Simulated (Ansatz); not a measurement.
# KCoF3 (Pm-3m): how robust is the cRPA U?, part 2 of 2

Aim: hold the target of a cRPA run on KCoF3 (Pm-3m) and move one thing at a time.

Ansatz 0.2.0; constrained RPA on LDA, plane waves, PAW.

So far. Step 5 (Changed: smooth pair densities): On the Co d shell, screening brings the on-site interaction from 22.6 eV down to U = 7.75 eV. Step 6 (Changed: accuracy high): On the Co d shell, screening brings the on-site interaction from 22.6 eV down to U = 7.68 eV.

**8. Changed: volume +6 %**

The cell differs from the one that the last finished run ended in (a 4.071 → 4.151 Å, b 4.071 → 4.151 Å, c 4.071 → 4.151 Å).

The input, input.yaml:

```yaml
crystal:
  lattice:
    - [-4.1508438001, 0.0, 0.0]
    - [0.0, 0.0, -4.1508438001]
    - [0.0, -4.1508438001, 0.0]
  atoms:
    - { symbol: K, position: [0.0, 0.0, 0.0] }
    - { symbol: Co, position: [0.5, 0.5, 0.5] }
    - { symbol: F, position: [0.0, 0.5, 0.5] }
    - { symbol: F, position: [0.5, 0.0, 0.5] }
    - { symbol: F, position: [0.5, 0.5, 0.0] }
kpoints:
  mp_grid: { grid: [6, 6, 6] }
hamiltonian:
  xc: lda
scf:
  occupations: { method: gaussian, width: 0.08 }
  n_extra_bands: 19
  max_iter: 150
  lower_state_search: "off"
output:
  crpa:
    kmesh: [6, 6, 6]
    target_bands: [v4, c1]
    projections: [{ species: Co, l: d, shell: 3 }]
  local_orbitals:
    kmesh: [6, 6, 6]
    orbitals: [{ species: Co, l: d, shell: 3 }]
    window: { bands: [v4, c1] }
    seedname: lo
```

Run with:

```sh
$ ansatz run input.yaml --threads 4 --pin off --max-ram 14745MiB --backend cpu --events-out ev --progress --plain --runs-dir out
```

Numbers of over 12 decimals in the logs are rounded to 6 here.

The program printed:

```text
[...]
Crystal: 5 atoms, lattice volume = 71.517 Å³
Basis set: ecut = 420 eV, 1365 PW (Γ)
Bands: 43, of which v1, the nominal top of the filled ones, is band 24 counted from 1 (23 counted from 0)
Symmetry: 48 space group operations
[...]
k-points: 20 of 216
[...]
χ-basis size per q: N_G = 250..280
[...]
screened: U = 7.6309 eV, U' = 6.3696 eV, J = 0.6365 eV
      screened d-shell averages: U_bar = F0 = 6.6219 eV, J_bar = 0.8887 eV
      screened, to within: U = 2.9e-2 eV, U' = 2.9e-2 eV, J = 9.9e-4 eV
      screened d-shell averages, to within: U_bar = 2.7e-2 eV, J_bar = 1.4e-3 eV
      bare: V = 22.6435 eV, V' = 21.0749 eV, J = 0.7676 eV
      bare d-shell averages: V_bar = F0 = 21.3886 eV, J_bar = 1.0813 eV
[...]
[key lines of the parts left out:]
SCF converged after 8 iterations
Free energy (F): -8941.439762 eV
Fermi energy:    5.462071 eV
```

Run time: 8.3 min. Hardware: 4 threads of Arm Neoverse V1, shared host; peak memory 0.84 GiB; 32 min of CPU time.

Numbers from this step:

| Item | Value |
| --- | --- |
| U | 7.631 eV |
| U prime (inter-orbital) | 6.370 eV |
| J | 0.6365 eV |
| bare V | 22.64 eV |
| bare J | 0.7676 eV |
| stated bound on U | 0.02835 eV |
| U over bare V | 0.3370 |
| electrons in the window | 7.000 |
| head of the constrained inverse dielectric matrix | 0.4236 |
| least eigenvalue of the projection's overlap | 0.7284 |
| target functions | 5 |
| bands in the sums | 50 |
| r.m.s. miss of the model bands | 2.85e-4 eV |
| width of the target bands | 1.961 eV |
| weight of the projected orbitals in the window | 0.8943 |

On the Co d shell, screening brings the on-site interaction from 22.6 eV down to U = 7.63 eV.

**9. Changed: r2SCAN**

This step: constrained RPA on r2SCAN, plane waves, PAW.

input.yaml, the sections that differ from step 8:

```yaml
crystal:
  lattice:
    - [-4.071, 0.0, 0.0]
    - [0.0, 0.0, -4.071]
    - [0.0, -4.071, 0.0]
  atoms:
    - { symbol: K, position: [0.0, 0.0, 0.0] }
    - { symbol: Co, position: [0.5, 0.5, 0.5] }
    - { symbol: F, position: [0.0, 0.5, 0.5] }
    - { symbol: F, position: [0.5, 0.0, 0.5] }
    - { symbol: F, position: [0.5, 0.5, 0.0] }
hamiltonian:
  xc: r2scan
output:
  crpa:
    kmesh: [6, 6, 6]
    target_bands: [v4, c1]
    projections: [{ species: Co, l: d, shell: 3 }]
# kpoints, scf: as in step 8
```

The program printed:

```text
[...]
Crystal: 5 atoms, lattice volume = 67.469 Å³
Basis set: ecut = 500 eV, 1743 PW (Γ), exchange–correlation on 120×120×120 points (64 copies of the dense FFT grid, shifted against one another)
Bands: 43, of which v1, the nominal top of the filled ones, is band 24 counted from 1 (23 counted from 0)
Symmetry: 48 space group operations
[...]
k-points: 20 of 216
[...]
χ-basis size per q: N_G = 232..280
[...]
screened: U = 8.5519 eV, U' = 7.2452 eV, J = 0.6645 eV
      screened d-shell averages: U_bar = F0 = 7.5066 eV, J_bar = 0.9259 eV
      screened, to within: U = 2.1e-2 eV, U' = 2.1e-2 eV, J = 1.1e-3 eV
      screened d-shell averages, to within: U_bar = 1.9e-2 eV, J_bar = 1.5e-3 eV
      bare: V = 23.1731 eV, V' = 21.5646 eV, J = 0.7931 eV
      bare d-shell averages: V_bar = F0 = 21.8863 eV, J_bar = 1.1148 eV
[...]
[key lines of the parts left out:]
SCF converged after 8 iterations
Free energy (F): -9106.038274 eV
Fermi energy:    7.075165 eV
```

Wall time 12 min (4 threads); peak memory 0.99 GiB.

Numbers from this step:

| Property | Result |
| --- | --- |
| U | 8.552 eV |
| U prime (inter-orbital) | 7.245 eV |
| J | 0.6645 eV |
| bare V | 23.17 eV |
| bare J | 0.7931 eV |
| stated bound on U | 0.02014 eV |
| U over bare V | 0.3690 |
| electrons in the window | 7.000 |
| head of the constrained inverse dielectric matrix | 0.4540 |
| least eigenvalue of the projection's overlap | 0.7594 |
| target functions | 5 |
| bands in the sums | 50 |
| width of the target bands | 3.165 eV |
| weight of the projected orbitals in the window | 0.9002 |

On the Co d shell, screening brings the on-site interaction from 23.2 eV down to U = 8.55 eV.

**10. Changed: volume +3 %**

This step: constrained RPA on LDA, plane waves, PAW.

The cell differs from the one that the last finished run ended in (a 4.071 → 4.111 Å, b 4.071 → 4.111 Å, c 4.071 → 4.111 Å).

input.yaml: that of step 9 with these lines changed.

```diff
@@ -2,5 +2,5 @@
   lattice:
-    - [-4.071, 0.0, 0.0]
-    - [0.0, 0.0, -4.071]
-    - [0.0, -4.071, 0.0]
+    - [-4.1113095522, 0.0, 0.0]
+    - [0.0, 0.0, -4.1113095522]
+    - [0.0, -4.1113095522, 0.0]
   atoms:
@@ -14,3 +14,3 @@
 hamiltonian:
-  xc: r2scan
+  xc: lda
 scf:
@@ -25 +25,6 @@
     projections: [{ species: Co, l: d, shell: 3 }]
+  local_orbitals:
+    kmesh: [6, 6, 6]
+    orbitals: [{ species: Co, l: d, shell: 3 }]
+    window: { bands: [v4, c1] }
+    seedname: lo
```

The program printed:

```text
[...]
Crystal: 5 atoms, lattice volume = 69.493 Å³
Basis set: ecut = 420 eV, 1357 PW (Γ)
Bands: 43, of which v1, the nominal top of the filled ones, is band 24 counted from 1 (23 counted from 0)
Symmetry: 48 space group operations
[...]
k-points: 20 of 216
[...]
χ-basis size per q: N_G = 236..280
[...]
screened: U = 7.6545 eV, U' = 6.3934 eV, J = 0.6364 eV
      screened d-shell averages: U_bar = F0 = 6.6456 eV, J_bar = 0.8886 eV
      screened, to within: U = 2.8e-2 eV, U' = 2.8e-2 eV, J = 9.9e-4 eV
      screened d-shell averages, to within: U_bar = 2.7e-2 eV, J_bar = 1.4e-3 eV
      bare: V = 22.6400 eV, V' = 21.0717 eV, J = 0.7671 eV
      bare d-shell averages: V_bar = F0 = 21.3854 eV, J_bar = 1.0808 eV
[...]
[key lines of the parts left out:]
SCF converged after 8 iterations
Free energy (F): -8941.619678 eV
Fermi energy:    5.869286 eV
```

Run time: 8.1 min. Hardware: 4 threads; peak memory 0.84 GiB.

This step gave:

```yaml
u: 7.654 eV
u_prime_inter_orbital: 6.393 eV
j: 0.6364 eV
bare_v: 22.64 eV
bare_j: 0.7671 eV
stated_bound_on_u: 0.02797 eV
u_over_bare_v: 0.3381
electrons_in_the_window: 7.000
head_of_the_constrained_inverse_dielectric_matrix: 0.4217
least_eigenvalue_of_the_projection_s_overlap: 0.7262
target_functions: 5
bands_in_the_sums: 50
r_m_s_miss_of_the_model_bands: 2.91e-4 eV
width_of_the_target_bands: 2.065 eV
weight_of_the_projected_orbitals_in_the_window: 0.8925
```

On the Co d shell, screening brings the on-site interaction from 22.6 eV down to U = 7.65 eV.

**11. Changed: volume -3 %**

The cell differs from the one that the last finished run ended in (a 4.111 → 4.030 Å, b 4.111 → 4.030 Å, c 4.111 → 4.030 Å).

input.yaml: that of step 10 with these lines changed.

```diff
@@ -2,5 +2,5 @@
   lattice:
-    - [-4.1113095522, 0.0, 0.0]
-    - [0.0, 0.0, -4.1113095522]
-    - [0.0, -4.1113095522, 0.0]
+    - [-4.0298759762, 0.0, 0.0]
+    - [0.0, 0.0, -4.0298759762]
+    - [0.0, -4.0298759762, 0.0]
   atoms:
```

The program printed:

```text
[...]
Crystal: 5 atoms, lattice volume = 65.445 Å³
Basis set: ecut = 420 eV, 1309 PW (Γ)
Bands: 43, of which v1, the nominal top of the filled ones, is band 24 counted from 1 (23 counted from 0)
Symmetry: 48 space group operations
[...]
k-points: 20 of 216
[...]
χ-basis size per q: N_G = 208..251
[...]
screened: U = 7.6876 eV, U' = 6.4278 eV, J = 0.6359 eV
      screened d-shell averages: U_bar = F0 = 6.6798 eV, J_bar = 0.8878 eV
      screened, to within: U = 2.7e-2 eV, U' = 2.7e-2 eV, J = 9.8e-4 eV
      screened d-shell averages, to within: U_bar = 2.5e-2 eV, J_bar = 1.4e-3 eV
      bare: V = 22.6257 eV, V' = 21.0587 eV, J = 0.7658 eV
      bare d-shell averages: V_bar = F0 = 21.3721 eV, J_bar = 1.0792 eV
[...]
[key lines of the parts left out:]
SCF converged after 8 iterations
Free energy (F): -8941.932544 eV
Fermi energy:    6.758843 eV
```

It took 6.1 min on 4 threads; peak memory 0.82 GiB.

This step gave:

```
U                                                 : 7.688 eV
U prime (inter-orbital)                           : 6.428 eV
J                                                 : 0.6359 eV
bare V                                            : 22.63 eV
bare J                                            : 0.7658 eV
stated bound on U                                 : 0.02649 eV
U over bare V                                     : 0.3398
electrons in the window                           : 7.000
head of the constrained inverse dielectric matrix : 0.4172
least eigenvalue of the projection's overlap      : 0.7209
target functions                                  : 5
bands in the sums                                 : 50
r.m.s. miss of the model bands                    : 3.08e-4 eV
width of the target bands                         : 2.301 eV
weight of the projected orbitals in the window    : 0.8885
```

On the Co d shell, screening brings the on-site interaction from 22.6 eV down to U = 7.69 eV.

**12. Changed: volume -6 %**

The cell differs from the one that the last finished run ended in (a 4.030 → 3.988 Å, b 4.030 → 3.988 Å, c 4.030 → 3.988 Å).

input.yaml: that of step 11 with these lines changed.

```diff
@@ -2,5 +2,5 @@
   lattice:
-    - [-4.0298759762, 0.0, 0.0]
-    - [0.0, 0.0, -4.0298759762]
-    - [0.0, -4.0298759762, 0.0]
+    - [-3.9878950486, 0.0, 0.0]
+    - [0.0, 0.0, -3.9878950486]
+    - [0.0, -3.9878950486, 0.0]
   atoms:
```

The program printed:

```text
[...]
Crystal: 5 atoms, lattice volume = 63.421 Å³
Basis set: ecut = 420 eV, 1237 PW (Γ)
Bands: 43, of which v1, the nominal top of the filled ones, is band 24 counted from 1 (23 counted from 0)
Symmetry: 48 space group operations
[...]
k-points: 20 of 216
[...]
χ-basis size per q: N_G = 208..251
[...]
screened: U = 7.6931 eV, U' = 6.4344 eV, J = 0.6354 eV
      screened d-shell averages: U_bar = F0 = 6.6861 eV, J_bar = 0.8872 eV
      screened, to within: U = 2.5e-2 eV, U' = 2.5e-2 eV, J = 9.9e-4 eV
      screened d-shell averages, to within: U_bar = 2.3e-2 eV, J_bar = 1.4e-3 eV
      bare: V = 22.6149 eV, V' = 21.0486 eV, J = 0.7650 eV
      bare d-shell averages: V_bar = F0 = 21.3619 eV, J_bar = 1.0782 eV
[...]
[key lines of the parts left out:]
SCF converged after 8 iterations
Free energy (F): -8942.058551 eV
Fermi energy:    7.245986 eV
```

Elapsed: 6.1 min, on 4 threads; peak memory 0.8 GiB; 23 min of CPU time.

Numbers from this step:

```yaml
u: 7.693 eV
u_prime_inter_orbital: 6.434 eV
j: 0.6354 eV
bare_v: 22.61 eV
bare_j: 0.7650 eV
stated_bound_on_u: 0.02421 eV
u_over_bare_v: 0.3402
electrons_in_the_window: 7.000
head_of_the_constrained_inverse_dielectric_matrix: 0.4143
least_eigenvalue_of_the_projection_s_overlap: 0.7179
target_functions: 5
bands_in_the_sums: 50
r_m_s_miss_of_the_model_bands: 3.24e-4 eV
width_of_the_target_bands: 2.435 eV
weight_of_the_projected_orbitals_in_the_window: 0.8862
```

On the Co d shell, screening brings the on-site interaction from 22.6 eV down to U = 7.69 eV.

**13. Side by side**

Times are wall times on 4 threads of Arm Neoverse V1, shared host, good to a factor of about two.

```tsv
run	bare V (eV)	U (eV)	J (eV)	bound on U (eV)	width (eV)	time
target window	22.63	7.673	0.636	0.0251	2.18	8.2 min
4×4×4 mesh	22.65	7.730	0.636	0.0250	2.18	77 s
2×2×2 mesh	22.94	8.376	0.643	0.0203	2.18	9.5 s
smooth pair densities	22.63	7.750	0.682	0.0030	2.18	12 min
accuracy high	22.63	7.676	0.636	0.0009	2.18	14 min
volume +6 %	22.64	7.631	0.636	0.0284	1.96	8.3 min
r2SCAN	23.17	8.552	0.665	0.0201	3.16	12 min
volume +3 %	22.64	7.654	0.636	0.0280	2.06	8.1 min
volume -3 %	22.63	7.688	0.636	0.0265	2.30	6.1 min
volume -6 %	22.61	7.693	0.635	0.0242	2.44	6.1 min
```

**14. What came out**

* target window: U 7.67 eV, J 0.64 eV
* 4×4×4 mesh: U 7.73 eV, J 0.64 eV
* 2×2×2 mesh: U 8.38 eV, J 0.64 eV
* smooth pair densities: U 7.75 eV, J 0.68 eV
* accuracy high: U 7.68 eV, J 0.64 eV
* volume +6 %: U 7.63 eV, J 0.64 eV
* r2SCAN: U 8.55 eV, J 0.66 eV
* volume +3 %: U 7.65 eV, J 0.64 eV
* volume -3 %: U 7.69 eV, J 0.64 eV
* volume -6 %: U 7.69 eV, J 0.64 eV

What this shows: 4×4×4 mesh moves U by +0.06 eV at 0.16 times the time. 2×2×2 mesh moves U by +0.70 eV at 0.019 times the time. Smooth pair densities moves U by +0.08 eV. Accuracy high moves U by +0.002 eV (within the solver's bounds, for the mean over orbitals). Volume +6 % moves U by −0.04 eV (within the solver's bounds, for the mean over orbitals). r2SCAN moves U by +0.88 eV. Volume +3 % moves U by −0.02 eV (within the solver's bounds, for the mean over orbitals). Volume -3 % moves U by +0.01 eV (within the solver's bounds, for the mean over orbitals). Volume -6 % moves U by +0.02 eV (within the solver's bounds, for the mean over orbitals). The printed bound covers the solver alone, not the mesh, and no denser mesh than the base was run. The parent state is non-magnetic and the interaction static (zero frequency); U depends on the window and the orbitals, so it belongs to this model alone.

[Paths, hosts, dates, memory and timing lines, banners, echoed tables and standing remarks are left out of the program output.]

[Logs are printed without paths, hosts, clocks, repeated set-up lines and the standing remarks that a program may print on its own settings, such as how far it seeks lower states.]

[Runs of the session that timed out or met a known fault of the program may be left out.]

[Hosts, paths, dates, database ids (printed as entryN), source tags and the programs' standing remarks are cut or masked in the printed files.]
